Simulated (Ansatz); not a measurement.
# Charge trapping in glassy CaAl2Si6O16 (175 atoms), part 4 of 4

Does an extra electron or hole in glassy CaAl2Si6O16 (175 atoms) stay spread out, or do the atoms trap it?

Ansatz 0.2.0; Kohn-Sham DFT, PBE, PAW (set soft_2), plane waves.

The cell: 14 Al, 7 Ca, 112 O and 42 Si. The quench rate of 20 K/ps is orders of magnitude faster than experiment. The starting topology of bonds comes from the classical model. Only the Γ point is sampled, in a cell whose shortest periodic width is 13 Å.

So far. Step 10 (An extra hole, atoms relaxed): The relaxation converged after 6 steps, 0.154 eV below its start, with a largest force component of 0.040 eV/Å. Step 10 (An extra hole, atoms relaxed): An extra hole, atoms relaxed: the energy stands 3.70 eV below that of the reference, with a moment of 1.00 μB.

## Step 11: An extra hole, levels at the relaxed geometry

A single point at the new geometry gives levels and spin density.

File input.yaml:

```yaml
crystal:
  lattice:
    - [13.2196, 0.0, 0.0]
    - [0.0, 13.2196, 0.0]
    - [0.0, 0.0, 13.2196]
  atoms:
    - { symbol: Al, position: [0.14077, 0.13515, 0.794] }
    - { symbol: Al, position: [0.99931, 0.30063, 0.16538] }
    - { symbol: Al, position: [0.82429, 0.14084, 0.11424] }
    - { symbol: Al, position: [0.58604, 0.58703, 0.65554] }
    - { symbol: Al, position: [0.84837, 0.77029, 0.06188] }
    - { symbol: Al, position: [0.27281, 0.19779, 0.98206] }
    [... 163 atom lines left out ...]
    - { symbol: Si, position: [0.04155, 0.93298, 0.81572] }
    - { symbol: Si, position: [0.48264, 0.28106, 0.2899] }
    - { symbol: Si, position: [0.01287, 0.70547, 0.73396] }
    - { symbol: Si, position: [0.39023, 0.6631, 0.78395] }
    - { symbol: Si, position: [0.82867, 0.52321, 0.04187] }
    - { symbol: Si, position: [0.38319, 0.12666, 0.43982] }
total_charge: 1
kpoints:
  mp_grid: { grid: [1, 1, 1] }
hamiltonian:
  xc: pbe
scf:
  occupations: { method: fermi_dirac, width: 0.01 }
  lower_state_search: "off"
output:
  forces: true
  stress: true
  populations: true
  dos:
    method: { smearing: { sigma: 0.1 } }
    de: 0.1
    projected: { site_lists: { Al: [Al], Ca: [Ca], O: [O], Si: [Si] } }
  eigenvalues: true
  write_density: true
  write_potential: true
  volumetric_format: npy
magnetization:
  spin_polarized: true
  initial_magnetization: 1
```

Run with:

```bash
> ansatz run input.yaml --threads 4 --pin off --max-ram 15872MiB --backend cpu --events-out ev --progress --plain --runs-dir out
```

Standard output:

```text
[...]
Crystal: 175 atoms, lattice volume = 2310.229 Å³
Basis set: ecut = 420 eV, 45025 PW (Γ), exchange–correlation on 180×180×180 points (8 copies of the dense FFT grid, shifted against one another)
Bands: 651, of which v1, the nominal top of the filled ones, is band 476 counted from 1 (475 counted from 0)
Symmetry: 1 space group operations
[...]
k-points: 1
[...]
Starting moments: Σ|m| = 1 μB on 175 of 175 sites
[...]
SCF iter   1: F=—  HF=-110820.077907 eV  |F-HF|=—  |Δ(HF+E_count)|=         —  Δρ=5.74e-2 (↑5.74e-2 ↓5.72e-2)  dr2=3.47e2  dr2_m=1.87e-1  M=1.000 μB ∫|m|=1.045 μB  β_m=1.00  ethr=3.10e-3  ⟨swp⟩=7.0  Hψ=6270  notcnv=0  defer=290
[...]
SCF iter   2: F=—  HF=-110740.687854 eV  |F-HF|=—  |Δ(HF+E_count)|=         —  Δρ=2.87e-2 (↑2.84e-2 ↓2.87e-2)  dr2=1.06e2  dr2_m=1.33e-1  M=0.994 μB ∫|m|=1.095 μB  β_m=0.30  ethr=3.10e-3  ⟨swp⟩=3.0  Hψ=2462  notcnv=0  defer=342
[...]
SCF iter  15: F=—  HF=-110710.711900 eV  |F-HF|=—  |Δ(HF+E_count)|=   1.45e-1  Δρ=5.11e-3 (↑1.24e-3 ↓5.11e-3)  dr2=1.27e0  dr2_m=1.26e-1  M=0.994 μB ∫|m|=1.097 μB  β_m=0.30  ethr=1.02e-4  ⟨swp⟩=3.0  Hψ=1666  notcnv=0  defer=338
[...]
SCF iter  17: F=—  HF=-110710.747963 eV  |F-HF|=—  |Δ(HF+E_count)|=   3.06e-1  Δρ=6.60e-3 (↑8.90e-4 ↓6.60e-3)  dr2=1.68e0  dr2_m=2.53e-1  M=1.000 μB ∫|m|=1.126 μB  β_m=0.41  ethr=1.02e-4  ⟨swp⟩=3.0  Hψ=1922  notcnv=0  defer=338
[...]
SCF iter  46: F=-110710.710784 eV  HF=-110710.710784 eV  |F-HF|=2.28e-8  |Δ(HF+E_count)|=   2.43e-9  Δρ=8.07e-7 (↑6.51e-8 ↓8.07e-7)  dr2=2.70e-8  dr2_m=3.41e-9  M=1.000 μB ∫|m|=1.095 μB  β_m=0.23  ethr=9.28e-12  ⟨swp⟩=5.0  Hψ=5437  notcnv=0
SCF iter  47: F=-110710.710784 eV  HF=-110710.710784 eV  |F-HF|=1.54e-9  |Δ(HF+E_count)|=  1.31e-10  Δρ=2.23e-7 (↑4.28e-8 ↓2.23e-7)  dr2=1.97e-9  dr2_m=2.61e-10  M=1.000 μB ∫|m|=1.095 μB  ethr=2.84e-12  ⟨swp⟩=4.0  Hψ=4840  notcnv=0
SCF 1 converged in 47 iterations: F = -110710.710784 eV  dr2 = 1.97e-9
[...]
SCF converged after 47 iterations
Magnetization: 0.9999 μB (475.9999 up, 475.0001 down)
Absolute magnetization: 1.0959 μB (∫|ρ↑−ρ↓|, with the PAW one-centre terms)
[...]
Per-site moments (μB) at R_I (Å): [(-6.639149e-6, 0.705113), (4.686267e-5, 0.699118), (-8.862522e-6, 0.715924), (1.842138e-6, 0.717769), (-0.000393271, 0.740388), [...]
Free energy (F): -110710.710784 eV
[...]
Internal energy: -110710.696860 eV  (E = F + TS)
E sigma→0 (E₀):  -110710.703822 eV
Entropy (-TS):   -0.013924 eV (-0.080 meV/atom)
Fermi energy:    3.547820 eV
[...]
Σ components = -110710.710784   (vs F -110710.710784, Δ=0.00e0)
--- Forces (eV/Å), atoms counted from 1 ---
  atom   1  Al     0.00320571     0.00414393    -0.00772590
  atom   2  Al     0.00330309     0.00090697     0.00828762
  atom   3  Al    -0.00421462     0.00751253    -0.00415384
  atom   4  Al     0.00631079    -0.00375309    -0.00086206
[...]
atom 175  Si    -0.01221161     0.00036819    -0.00264876
  max |Σ_I F_I| component: 9.59e-5 eV/Å
--- Stress (GPa, compression-positive) ---
       -0.642368       1.057075       0.878190
        1.057079       0.009745       2.030631
        0.878188       2.030620       1.999564
  P = ⅓ Tr σ = 0.4556 GPa (4.556 kbar)
--- Band table (eV) ---
[...]
--- Löwdin populations: 175 sites ---
  site symbol       q [e]    m [muB]
     0     Al      1.6355    -0.0003
     1     Al      1.6199    -0.0002
     2     Al      1.6049    -0.0002
[...]
174     Si      2.2362    -0.0002
  spilling = 0.012588 (of n_electrons = 951.000000)
```

Wall time 5.6 min (4 threads of Arm Neoverse V2, shared host); peak memory 6.7 GiB; 22 min of CPU time.

An extra hole, levels at the relaxed geometry: the energy stands 3.70 eV below that of the reference, with a moment of 1.00 μB.

A closer look about O113, which holds the most spin: 13 atoms, nearest first, numbered in the order of the input, with positions taken from that point.

| atom | x | y | z | distance (Å) | Löwdin charge (e) | moment (μB) |
| --- | --- | --- | --- | --- | --- | --- |
| O113 | 0.00 | 0.00 | 0.00 | 0.00 | -0.78 | 0.25 |
| Si160 | -0.18 | 1.07 | -1.20 | 1.62 | 1.71 | 0.00 |
| Ca19 | 2.35 | 0.03 | 0.06 | 2.35 | 1.81 | 0.00 |
| O111 | 1.33 | 1.45 | -1.64 | 2.57 | -0.86 | 0.03 |
| O71 | -1.01 | 0.45 | -2.45 | 2.68 | -0.78 | 0.03 |
| O94 | -0.99 | 2.46 | -0.82 | 2.78 | -0.76 | 0.02 |
| O126 | 1.86 | -0.30 | 2.40 | 3.05 | -0.88 | 0.00 |
| O75 | -3.04 | 1.35 | 0.35 | 3.34 | -0.77 | 0.00 |
| O66 | 2.51 | -1.77 | -1.67 | 3.50 | -0.87 | 0.00 |
| O36 | 2.44 | 2.25 | 1.45 | 3.62 | -0.86 | 0.00 |
| Si170 | 0.94 | -1.32 | 3.27 | 3.65 | 1.74 | 0.00 |
| O129 | -0.55 | -0.77 | 3.53 | 3.65 | -0.83 | 0.00 |
| Si148 | -2.43 | 2.76 | -0.14 | 3.68 | 1.78 | 0.00 |

The distance from O113 to Ca19 changes most, from 2.24 Å in the neutral cell to 2.35 Å.

The levels nearest the highest filled one (over half full), pooled over k-points and spins:

```csv
level less the highest filled one (eV),occupation
-0.094,1
-0.0641,0.999
-0.045,0.993
0,0.61
0.0086,0.399
4.18,0
4.18,0
5.27,0
```

Spin density in the bc plane at fractional x = 0.149, with atoms of Al and Ca and O and Si within 0.2 Å of it.

Values in units of 1e-2 e/Å³, 13 rows by 16 columns, each cell a mean:
```
 0.0  0.0  0.0  0.0  0.0  0.0  0.0  0.0  0.0  0.0  0.0  0.0  0.0  0.0  0.0  0.0
 0.0  0.0  0.0  0.0  0.0  0.0  0.0  0.0  0.0  0.0  0.0  0.0  0.0  0.0  0.0  0.0
 0.1  0.0  0.0  0.0  0.0  0.0  0.0  0.0  0.0  0.0  0.0  0.0  0.0  0.0  0.0  0.1
 0.1  0.0  0.0  0.0  0.0  0.0  0.0  0.0  0.0  0.0  0.0  0.0  0.0  0.0  0.0  0.0
 0.0  0.0  0.0  0.0  0.0  0.0  0.0  0.0  0.0  0.0  0.0  0.0  0.0  0.0  0.0  0.0
-0.1  0.0  0.0  0.0  0.0  0.0  0.0  0.0  0.0  0.0  0.0  0.0  0.0  0.0  0.0  0.0
 0.0  0.0  0.0  0.0  0.0  0.1  0.0  0.0  0.0  0.0  0.0  0.0  0.0  0.0  0.1  0.0
 0.0  0.0  0.0  0.0  0.1  0.0  0.0  0.0  0.0  0.0  0.0  0.0  0.0  0.0  0.1  0.0
 0.1  0.2  0.0  0.0  0.3  0.0  0.0  0.0  0.0  0.0  0.0  0.0  0.0  0.0  0.0  0.0
 1.5  2.7  0.0  0.0  0.0  0.0  0.0  0.0  0.0  0.0  0.0  0.0  0.0  0.0  0.0  0.0
 0.0  0.0  0.0  0.0  0.0  0.0  0.0  0.0  0.0  0.0  0.0  0.0  0.0  0.0  0.0  0.0
 0.0  0.0  0.0  0.0  0.0  0.0  0.0  0.0  0.0  0.0  0.0  0.0  0.1  0.2  0.0  0.0
 0.0  0.0  0.0  0.0  0.0  0.0  0.0  0.0  0.0  0.0  0.0  0.0  0.1  0.1  0.0  0.0
```
Columns run along b (13.2 Å), rows up along c (13.2 Å). Atoms in or near the plane, at fractional coordinates: Al at (0.14, 0.79), Ca at (0.04, 0.57), O at (0.20, 0.68), O at (0.35, 0.53), O at (0.90, 0.44), Si at (0.32, 0.65), Si at (0.10, 0.16), Si at (0.49, 0.22).

## Step 12: Neutral at the geometry of the hole

The neutral cell at the new geometry gives the energy of that geometry without the charge.

Input and log are left out; they have the form of those shown for this kind of step.

Elapsed: 70 s, on 4 threads of Arm Neoverse V2, shared host; peak memory 3.8 GiB.

Neutral at the geometry of the hole: the energy stands 0.224 eV above that of the reference.

## Step 13: Energies and spread of the extra charge

Energies are differences within one cell and functional; the shift is the gain plus the neutral cell's energy at the new geometry, that is how much cheaper the vertical process becomes there. The spread is the participation number of the site moments (1/Σw², over the spin inside atomic spheres), with the atom that holds the largest share and the spin that the spheres hold in all.

| carrier | charged less neutral, atoms held (eV) | gain on relaxing (eV) | neutral cell at that geometry, less the reference (eV) | shift of the vertical energy (eV) | spread, atoms held | spread, relaxed |
| --- | --- | --- | --- | --- | --- | --- |
| electron | 7.682 | 0.013 | 0.011 | 0.024 | - | - |
| hole | -3.546 | 0.154 | 0.224 | 0.379 | 14; O113 19 % of 0.75 μB | 7; O113 33 % of 0.75 μB |

## Step 14: Findings

The extra electron gains 0.013 eV as the atoms relax: so small a gain shows no trapping at this level. The cell with the electron keeps a moment of only 0.00 μB where one unpaired electron should give 1 μB: the carrier is shared between both spins, which can hide trapping. The extra hole gains 0.15 eV as the atoms relax, and its spin goes from about 14 to 7 atoms: a partial localisation, with a modest gain. The O113–Ca19 distance goes from 2.24 to 2.35 Å. The hole is shared among 2 partly filled levels, as near-degenerate levels under the smearing give, and as self-interaction favours. Adding the two vertical energies gives 4.14 eV, against a gap of 3.63 eV in the neutral cell. The zero of the potential cancels in this sum; the excess likely reflects the charging energy of carriers confined to few atoms or to a small cell, partly offset by their attraction to the background.

Caveats: Single energies of charged cells hang on the program's zero of potential. In the spin-polarised runs the search for a state of lower energy was switched off. No distortion was seeded, so a trapped state behind a barrier can't be found. Semilocal functionals favour spread-out charges, so trapping can be missed. In the spin-polarised runs the search for a state of lower energy was switched off. Charged cells carry a uniform background, with no correction for images.

The DFT runs together took 54 min of wall time.

[Long decimals in the printed logs are rounded to 6 places.]

[Logs are printed without paths, hosts, clocks, repeated set-up lines and the standing remarks that a program may print on its own settings, such as how far it seeks lower states.]

[Hosts, paths, dates, database ids (printed as entryN), source tags and the programs' standing remarks are cut or masked in the printed files.]
